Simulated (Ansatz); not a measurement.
# Tc of LuAs (Fm-3m) from its phonons

Aim: the phonon-mediated transition temperature of LuAs (Fm-3m) at ambient pressure, over a range of μ*. The cell shown first is a relaxed one, from steps not shown here.

Method: DFT PBEsol, scalar-relativistic, plane waves, PAW; PAW set soft_1, in Ansatz 0.2.0.

## (1) The cell after earlier relaxation steps

Symmetry: Fm-3m, No. 225, cubic system. Conventional cell: a = 5.609 Å, b = 5.609 Å, c = 5.609 Å, α = 90.00°, β = 90.00°, γ = 90.00°. Nearest to Lu lie 6 As at 2.80 Å. As has 6 Lu at 2.80 Å nearest. Farther neighbours are not listed.

## (2) Electron–phonon run: q 4×4×4, k 12×12×12, scattering 16×16×16

The run that gives the couplings also evaluates McMillan's and Allen and Dynes's formulas and, where asked, the Eliashberg equations, over a range of μ*.

The input, input.yaml:

```yaml
crystal:
  lattice:
    - [0.0, 2.8046697234, 2.8046697234]
    - [2.8046697234, 0.0, 2.8046697234]
    - [2.8046697234, 2.8046697234, 0.0]
  atoms:
    - { symbol: Lu, position: [0.5, 0.5, 0.5] }
    - { symbol: As, position: [0.0, 0.0, 0.0] }
kpoints:
  mp_grid: { grid: [12, 12, 12] }
hamiltonian:
  xc: pbesol
  pseudopotentials: { kind: paw, azcp: { folder: soft_1 }, xc_functional: pbe }
scf:
  occupations: { method: methfessel_paxton, width: 0.2 }
output:
  eigenvalues: true
phonons:
  method: dfpt
  qmesh: [4, 4, 4]
  temperatures: { t_max: 1000, t_step: 50 }
  qpath:
    path:
      - [[0.0, 0.0, 0.0], [0.5, 0.0, 0.5], [0.625, 0.25, 0.625]]
      - [[0.375, 0.375, 0.75], [0.0, 0.0, 0.0], [0.5, 0.5, 0.5], [0.5, 0.25, 0.75], [0.5, 0.0, 0.5]]
    npoints: 6
  electrical_resistivity:
    mesh: [16, 16, 16]
    temperatures: [20.0, 50.0, 80.0, 100.0, 150.0, 200.0, 273.0, 300.0, 400.0, 500.0, 600.0, 800.0]
  superconductivity: { mesh: [16, 16, 16] }
```

Started as:

```bash
> ansatz run input.yaml --threads 16 --pin off --max-ram 92160MiB --backend cuda --events-out ev --progress --plain --runs-dir out --max-vram 78GiB
```

Numbers of over 12 decimals in the logs are rounded to 6 here.

Log:

```text
Engine: ansatz 0.2.0, aarch64-unknown-linux-gnu
Pseudopotentials: kind: paw
Pseudopotential: Lu, paw, valence charge 25, recommended cutoff 420 eV (normal), soft_1/Lu.paw.azcp
Pseudopotential: As, paw, valence charge 15, recommended cutoff 420 eV (normal), soft_1/As.paw.azcp
Functional definition: PBEsol
  exchange = pbesol_x
  correlation = pbesol_c
[...]
Crystal: 2 atoms, lattice volume = 44.124 Å³
Basis set: ecut = 420 eV, 869 PW (Γ), exchange–correlation on 54×54×54 points (8 copies of the dense FFT grid, shifted against one another)
Bands: 24, of which v1, the nominal top of the filled ones, is band 20 counted from 1 (19 counted from 0)
Symmetry: 48 space group operations
k-points: 72 of 1728
Non-local potential: Lu, projectors of the file, l = 0: 3, l = 1: 2, l = 2: 2, l = 3: 3
Non-local potential: As, projectors of the file, l = 0: 2, l = 1: 2, l = 2: 3, l = 3: 1
PAW form: soft (Blöchl's): semilocal exchange-correlation on the pseudo side does not see the compensation charge
PAW frozen core: Lu, regenerated for the run's functional, and the local potential with it (the file was generated under x = pbe(κ = 0.804, μ = 0.219515), c = pbe(β = 0.066725))
PAW frozen core: As, regenerated for the run's functional, and the local potential with it (the file was generated under x = pbe(κ = 0.804, μ = 0.219515), c = pbe(β = 0.066725))
PAW one-centre angular grid: Lu, 590 points (default); XC on 64 Gauss nodes
PAW one-centre angular grid: As, 590 points (default); XC on 64 Gauss nodes
Initial density: superposition of atomic densities (chi_scale 0.1, normalization cell, long waves kept (reshape's long-wave potential 0.00 eV rms))
Initial wavefunctions: pseudopotential atomic-orbital guess
[...]
Functional: x = pbesol(κ = 0.804, μ = 0.123457), c = pbesol(β = 0.046)
SCF iter   1: F=—  HF=-19428.704244 eV  |F-HF|=—  |Δ(HF+E_count)|=         —  Δρ=6.10e-2  dr2=1.75e0  ethr=3.10e-3  ⟨swp⟩=5.4  Hψ=8373  notcnv=0
preconditioner: auto → Kerker (q_TF=auto, 2.684 Å⁻¹)  [metal: Δε(μ)=0.059 eV  Ē_g=19.317 eV  σ=0.200 eV  W_gap=0.24  n_scr=14 (ndim 8)  ℏωp=34.5 eV  f_vac=0.000  D(μ)=0.38/eV (n_scr^D=0)]
SCF iter   2: F=—  HF=-19428.270813 eV  |F-HF|=—  |Δ(HF+E_count)|=   4.33e-1  S|Δr|=    0.00e0  Δρ=3.01e-2  dr2=4.02e-1  ethr=3.10e-3  ⟨swp⟩=3.6  Hψ=4159  notcnv=0
preconditioner: auto → none  [insulator: Δε(μ)=0.146 eV  Ē_g=19.280 eV  σ=0.200 eV  W_gap=0.54  n_scr=14 (ndim 8)  ℏωp=34.5 eV  f_vac=0.000  D(μ)=0.26/eV (n_scr^D=0)  ε∞_Penn≈4.2]
SCF iter   3: F=—  HF=-19428.138164 eV  |F-HF|=—  |Δ(HF+E_count)|=   1.33e-1  S|Δr|=    0.00e0  Δρ=1.39e-2  dr2=5.90e-2  ethr=1.01e-3  ⟨swp⟩=3.6  Hψ=4616  notcnv=0
[...]
SCF iter  11: F=-19428.068115 eV  HF=-19428.068115 eV  |F-HF|=0.00e0  |Δ(HF+E_count)|=  9.46e-11  S|Δr|=    0.00e0  Δρ=1.06e-7  dr2=4.74e-12  ethr=1.00e-12  ⟨swp⟩=8.8  Hψ=17210  notcnv=0
SCF 1 converged in 11 iterations: F = -19428.068115 eV  dr2 = 4.74e-12
  greatest PAW one-centre occupation: 0.999 electrons in one spin orbital (limit 2), on the As atom at site 1 (counted from 0), in its partial waves of l = 2
[...]
iter 1 solved again at ethr=6.62e-9 eV; its pass at ethr=3.10e-3 eV (dr2=2.65e-6 eV) is discarded
SCF iter   1: F=—  HF=-19428.068104 eV  |F-HF|=—  |Δ(HF+E_count)|=         —  Δρ=1.90e-7  dr2=5.39e-12  ethr=6.62e-9  ⟨swp⟩=5.9  Hψ=17502  notcnv=0
eigensolver tolerance schedule: the retry pair's looser diagonalisation over-reported the residual by 490647.09 of it (diagonalisation noise at an unbounded share of the residual, at the tolerance the schedule requests for it); recorded, not acted on — ethr = c·dr2/N_el stays at c = 1.0e-1
[...]
SCF iter   2: F=—  HF=-19428.068115 eV  |F-HF|=—  |Δ(HF+E_count)|=   1.12e-5  S|Δr|=    0.00e0  Δρ=1.74e-7  dr2=1.19e-11  ethr=1.00e-12  ⟨swp⟩=10.5  Hψ=14973  notcnv=0
SCF iter   3: F=-19428.068115 eV  HF=-19428.068115 eV  |F-HF|=7.28e-12  |Δ(HF+E_count)|=    0.00e0  S|Δr|=    0.00e0  Δρ=9.24e-8  dr2=2.88e-12  ethr=1.00e-12  ⟨swp⟩=3.0  Hψ=6146  notcnv=0
SCF 2 converged in 3 iterations: F = -19428.068115 eV  dr2 = 2.88e-12
[...]
SCF 3 converged in 11 iterations: F = -19428.068115 eV  dr2 = 4.73e-12
[...]
SCF converged after 11 iterations
[...]
--- Electrical resistivity: potentials and phonons of a 4×4×4 supercell ---
  scattering by harmonic phonons alone, with no dipole-dipole term; scattering by other electrons, impurities, surfaces and spin disorder is left out, and so is spin–orbit coupling
  the resistivity is that of a variational response, whose dependence on the energy is improved iteratively
  at the Fermi level of each mesh (of a tensor a third of its trace):
           mesh   spin    states/(eV spin)  plasma energy (eV)         λ      λ_tr    ħω_log (meV)
       16×16×16                     0.1182              2.8788    0.1182    0.1275          18.108
          8×8×8                     0.1158              2.4911    0.1127    0.1177          18.904
          4×4×4                     0.1178              1.9087    0.1087    0.1140          18.792
  resistivity on the deck's mesh, µΩ·cm:
     T (K)       trace/3  mesh converged            xx            yy            zz    lowest order   relaxation time
     20.00     3.7244e-2              no     3.7244e-2     3.7244e-2     3.7244e-2       5.8660e-2         4.7956e-2
     50.00     6.0085e-1              no     6.0085e-1     6.0085e-1     6.0085e-1       8.3320e-1         6.0524e-1
     80.00      2.2068e0              no      2.2068e0      2.2068e0      2.2068e0        2.6281e0          2.1269e0
    100.00      3.6199e0              no      3.6199e0      3.6199e0      3.6199e0        4.0390e0          3.4529e0
    150.00      7.2869e0              no      7.2869e0      7.2869e0      7.2869e0        7.6039e0          6.8872e0
    200.00      1.0773e1              no      1.0773e1      1.0773e1      1.0773e1        1.1039e1          1.0159e1
    273.00      1.5603e1              no      1.5603e1      1.5603e1      1.5603e1        1.5870e1          1.4700e1
    300.00      1.7342e1              no      1.7342e1      1.7342e1      1.7342e1        1.7620e1          1.6336e1
    400.00      2.3655e1              no      2.3655e1      2.3655e1      2.3655e1        2.4001e1          2.2274e1
    500.00      2.9841e1              no      2.9841e1      2.9841e1      2.9841e1        3.0282e1          2.8094e1
    600.00      3.5945e1              no      3.5945e1      3.5945e1      3.5945e1        3.6502e1          3.3836e1
    800.00      4.7980e1              no      4.7980e1      4.7980e1      4.7980e1        4.8832e1          4.5150e1
  mean free path at 20 K (of a tensor a third of its trace): 14733 nm by what each carries, 12569 by the Fermi surface alone
  mean free path at 50 K (of a tensor a third of its trace): 973 nm by what each carries, 779 by the Fermi surface alone
  mean free path at 80 K (of a tensor a third of its trace): 253 nm by what each carries, 212 by the Fermi surface alone
  mean free path at 100 K (of a tensor a third of its trace): 149 nm by what each carries, 129 by the Fermi surface alone
  mean free path at 150 K (of a tensor a third of its trace): 70.7 nm by what each carries, 64.2 by the Fermi surface alone
  mean free path at 200 K (of a tensor a third of its trace): 47.0 nm by what each carries, 43.5 by the Fermi surface alone
  mean free path at 273 K (of a tensor a third of its trace): 32.2 nm by what each carries, 30.0 by the Fermi surface alone
  mean free path at 300 K (of a tensor a third of its trace): 28.9 nm by what each carries, 27.0 by the Fermi surface alone
  mean free path at 400 K (of a tensor a third of its trace): 21.2 nm by what each carries, 19.8 by the Fermi surface alone
  mean free path at 500 K (of a tensor a third of its trace): 16.8 nm by what each carries, 15.7 by the Fermi surface alone
  mean free path at 600 K (of a tensor a third of its trace): 13.9 nm by what each carries, 13.0 by the Fermi surface alone
  mean free path at 800 K (of a tensor a third of its trace): 10.4 nm by what each carries, 9.76 by the Fermi surface alone
  the resistivity times a path that all electrons share, by the Fermi surface of the deck's mesh alone (a third of the trace): 4.681e-15 Ω·m²
  not converged in the mesh (λ; λ_tr; the resistivity at 20 K by 22.76 %; the resistivity at 50 K by 15.47 %; the resistivity at 80 K by 20.50 %; the resistivity at 100 K by 21.41 %; the resistivity at 150 K by 22.42 %; the resistivity at 200 K by 22.88 %; the resistivity at 273 K by 23.16 %; the resistivity at 300 K by 23.20 %; the resistivity at 400 K by 23.22 %; the resistivity at 500 K by 23.14 %; the resistivity [...]
  vibrations of 64 cells: unjudged by the run; compare a larger repeat
  the changes of the potential over all sites missed a rigid shift's by 0.00 % (the site terms' by 0.02 %)
  at the force constants' own smearing the fine mesh and the k-points of their solves give squared frequencies that differ by 1.1 % of the larger at the most, at (0, -0.5, -0.5)
--- Superconductivity: potentials and phonons of a 4×4×4 supercell ---
           mesh         λ    ħω_log (meV)  μ* declared at (meV)
       16×16×16    0.1182          18.108               20.561
          8×8×8    0.1127          18.904               20.866
          4×4×4    0.1087          18.792               20.316
  λ by the species' shares of the modes' patterns: Lu 0.0388, As 0.0794
  with the Fermi level up to 25.6 meV (the hardest mode) off, states and modes as they are: density of states 0.1173 to 0.1187 /eV of one spin and cell, λ 0.1165 to 0.1195
  transition temperature on the deck's mesh (K), isotropic and anisotropic, restricted to the Fermi surface (FSR) and over the full bandwidth (FBW), and the last with the density of states resolved in a narrower window:
        μ*   McMillan   Allen–Dynes      iso. FSR      iso. FBW    aniso. FSR    aniso. FBW  narrow window
      0.08      0.000         0.000    none_found    none_found    none_found    none_found     none_found
      0.10      0.000         0.000    none_found    none_found    none_found    none_found     none_found
      0.12          -             -    none_found    none_found    none_found    none_found     none_found
      0.13          -             -    none_found    none_found    none_found    none_found     none_found
      0.14          -             -    none_found    none_found    none_found    none_found     none_found
      0.16          -             -    none_found    none_found    none_found    none_found     none_found
      0.20          -             -    none_found    none_found    none_found    none_found     none_found
  none_found: no transition down to 0.1 K
  isotope coefficients −∂ln Tc/∂ln M under μ* = 0.13, the force constants as they are, of the isotropic transitions restricted to the Fermi surface and over the full bandwidth: Lu - and -, As - and -
  not converged in the mesh (λ): between neighbouring meshes, the two finest first, λ moves by 4.63 % and 3.56 % and the anisotropic transition temperature over the full bandwidth at μ* = 0.13 by nothing (neither mesh has one) and nothing (neither mesh has one); converged means that the two finest part by at most 2.00 % and 5.00 %
  vibrations of 64 cells: unjudged by the run; compare a larger repeat
  the changes of the potential over all sites missed a rigid shift's by 0.00 % (the site terms' by 0.02 %)
  at the force constants' own smearing the fine mesh and the k-points of their solves give squared frequencies that differ by 1.1 % of the larger at the most, at (0, -0.5, -0.5)
```

Elapsed: 27 s, on 1 × NVIDIA GB200 with 16 threads of Arm Neoverse V2, shared host; peak memory 5.6 GiB; 2.9 min of CPU time.

Numbers from this step:

```yaml
volume_per_atom: 22.06 Å³/atom
metallic_on_mesh: yes
gap_on_the_k_mesh: 0 eV
zero_point_energy: 0.05161 eV/cell
share_of_imaginary_modes_in_the_plain_interpolation_between_solved_wavevectors: 0
highest_frequency_solved_or_plainly_interpolated: 209.4 cm⁻¹
debye_temperature_second_moment: 274 K
resistivity_at_300_k: 17.34 μΩ cm
coupling_constant_lambda: 0.1182
density_of_states_at_the_fermi_level: 0.1182 states/eV a spin and cell
log_mean_phonon_energy_omega_log: 18.11 meV
transport_coupling_constant_lambda_tr: 0.1275, 0.1275, 0.1275 (xx, yy, zz)
drude_plasma_energy: 2.879, 2.879, 2.879 eV (xx, yy, zz)
resistivity_times_mean_free_path: 46.81, 46.81, 46.81 × 10⁻¹⁶ Ω m² (xx, yy, zz)
second_moment_phonon_energy_omega: 20.56 meV
coupling_lambda_by_branch: 0.00711, 0.00678, 0.0115, 0.0443, 0.024, 0.0245 (branches by rank of frequency)
```

An empty cell: under 1 mK by a formula, or no transition down to the floor of the Eliashberg search. Transition temperatures:

| μ* | McMillan Tc (K) | Allen–Dynes Tc (K) |
| --- | --- | --- |
| 0.08 | - | - |
| 0.1 | - | - |
| 0.12 | - | - |
| 0.13 | - | - |
| 0.14 | - | - |
| 0.16 | - | - |
| 0.2 | - | - |

## (3) Resistivity: q 4×4×4, k 16×16×16, scattering 24×24×24

The next rung changes the k mesh of the density and its response; the scattering mesh, which samples the Fermi surface.

input.yaml, as its differences from that of step 2:

```diff
@@ -9,3 +9,3 @@
 kpoints:
-  mp_grid: { grid: [12, 12, 12] }
+  mp_grid: { grid: [16, 16, 16] }
 hamiltonian:
@@ -27,4 +27,4 @@
   electrical_resistivity:
-    mesh: [16, 16, 16]
+    mesh: [24, 24, 24]
     temperatures: [20.0, 50.0, 80.0, 100.0, 150.0, 200.0, 273.0, 300.0, 400.0, 500.0, 600.0, 800.0]
-  superconductivity: { mesh: [16, 16, 16] }
+  superconductivity: { mesh: [24, 24, 24] }
```

Log:

```text
[...]
Crystal: 2 atoms, lattice volume = 44.124 Å³
Basis set: ecut = 420 eV, 869 PW (Γ), exchange–correlation on 54×54×54 points (8 copies of the dense FFT grid, shifted against one another)
Bands: 24, of which v1, the nominal top of the filled ones, is band 20 counted from 1 (19 counted from 0)
Symmetry: 48 space group operations
k-points: 145 of 4096
[...]
SCF iter   1: F=—  HF=-19428.703388 eV  |F-HF|=—  |Δ(HF+E_count)|=         —  Δρ=6.10e-2  dr2=1.76e0  ethr=3.10e-3  ⟨swp⟩=5.3  Hψ=17421  notcnv=0
[...]
SCF iter   2: F=—  HF=-19428.265788 eV  |F-HF|=—  |Δ(HF+E_count)|=   4.38e-1  S|Δr|=    0.00e0  Δρ=3.06e-2  dr2=4.15e-1  ethr=3.10e-3  ⟨swp⟩=3.4  Hψ=7974  notcnv=0
[...]
SCF iter  12: F=-19428.067078 eV  HF=-19428.067078 eV  |F-HF|=0.00e0  |Δ(HF+E_count)|=  7.28e-12  S|Δr|=    0.00e0  Δρ=8.98e-8  dr2=2.12e-12  ethr=1.00e-12  ⟨swp⟩=9.1  Hψ=36279  notcnv=0
SCF 1 converged in 12 iterations: F = -19428.067078 eV  dr2 = 2.12e-12
[...]
SCF iter   2: F=-19428.067078 eV  HF=-19428.067078 eV  |F-HF|=1.46e-11  |Δ(HF+E_count)|=   1.01e-5  S|Δr|=    0.00e0  Δρ=1.64e-7  dr2=6.85e-12  ethr=1.00e-12  ⟨swp⟩=6.2  Hψ=28627  notcnv=0
SCF 2 converged in 2 iterations: F = -19428.067078 eV  dr2 = 6.85e-12
phonons: the bands overlap, so this run is a metal and interpolates without the dipole-dipole term. If the crystal is really an insulator or semiconductor, its LO-TO splitting is missing
[...]
NSCF: frozen V_eff on 145 k-points, pencils in batches of 32, up to order 96
[...]
NSCF: frozen V_eff on 145 k-points
[...]
SCF 3 converged in 12 iterations: F = -19428.067078 eV  dr2 = 2.12e-12
[...]
SCF converged after 12 iterations
[...]
Hall coefficient in a weak field at 80 K (a third of the trace): 1.140e-9 m³/C (as a tensor it moves by 4.1 % between the two finest meshes); by each state's relaxation time: 5.924e-10 m³/C; by a constant relaxation time: -3.233e-10 m³/C
[...]
vibrations of 64 cells: unjudged by the run; compare a larger repeat
[...]
--- Superconductivity: potentials and phonons of a 4×4×4 supercell ---
           mesh         λ    ħω_log (meV)  μ* declared at (meV)
       24×24×24    0.1191          17.958               20.505
       12×12×12    0.1068          18.229               20.565
          6×6×6    0.1280          19.402               21.051
  λ by the species' shares of the modes' patterns: Lu 0.0394, As 0.0796
[...]
0.08      0.000         0.000    none_found    none_found    none_found    none_found     none_found
      0.10      0.000         0.000    none_found    none_found    none_found    none_found     none_found
      0.12          -             -    none_found    none_found    none_found    none_found     none_found
      0.13          -             -    none_found    none_found    none_found    none_found     none_found
      0.14          -             -    none_found    none_found    none_found    none_found     none_found
      0.16          -             -    none_found    none_found    none_found    none_found     none_found
      0.20          -             -    none_found    none_found    none_found    none_found     none_found
  none_found: no transition down to 0.1 K
[...]
vibrations of 64 cells: unjudged by the run; compare a larger repeat
[...]
```

The job ended after 35 s (1 × NVIDIA GB200 with 16 threads; peak memory 5.3 GiB; 4.1 min of CPU time).

This step gave:

```yaml
zero_point_energy: 0.05158 eV/cell
highest_frequency_solved_or_plainly_interpolated: 209.3 cm⁻¹
resistivity_at_300_k: 16.82 μΩ cm
coupling_constant_lambda: 0.1191
density_of_states_at_the_fermi_level: 0.1186 states/eV a spin and cell
log_mean_phonon_energy_omega_log: 17.96 meV
transport_coupling_constant_lambda_tr: 0.1279, 0.1279, 0.1279 (xx, yy, zz)
drude_plasma_energy: 2.925, 2.925, 2.925 eV (xx, yy, zz)
resistivity_times_mean_free_path: 45.63, 45.63, 45.63 × 10⁻¹⁶ Ω m² (xx, yy, zz)
second_moment_phonon_energy_omega: 20.50 meV
coupling_lambda_by_branch: 0.00733, 0.00725, 0.0114, 0.0451, 0.024, 0.0239 (branches by rank of frequency)
```

An empty cell: under 1 mK by a formula, or no transition down to the floor of the Eliashberg search. Transition temperatures:

| μ* | McMillan Tc (K) | Allen–Dynes Tc (K) |
| --- | --- | --- |
| 0.08 | - | - |
| 0.1 | - | - |
| 0.12 | - | - |
| 0.13 | - | - |
| 0.14 | - | - |
| 0.16 | - | - |
| 0.2 | - | - |

Between step 2 and this run (k-mesh 16×16×16 and scattering mesh 24×24×24) the value for the log mean phonon energy ħω_log moves from 18.1 meV to 18.0 meV.

(Continued in part 2 of 2.)

[Logs are printed without paths, hosts, clocks, repeated set-up lines and the standing remarks that a program may print on its own settings, such as how far it seeks lower states.]

[Hosts, paths, dates, database ids (printed as entryN), source tags and the programs' standing remarks are cut or masked in the printed files.]
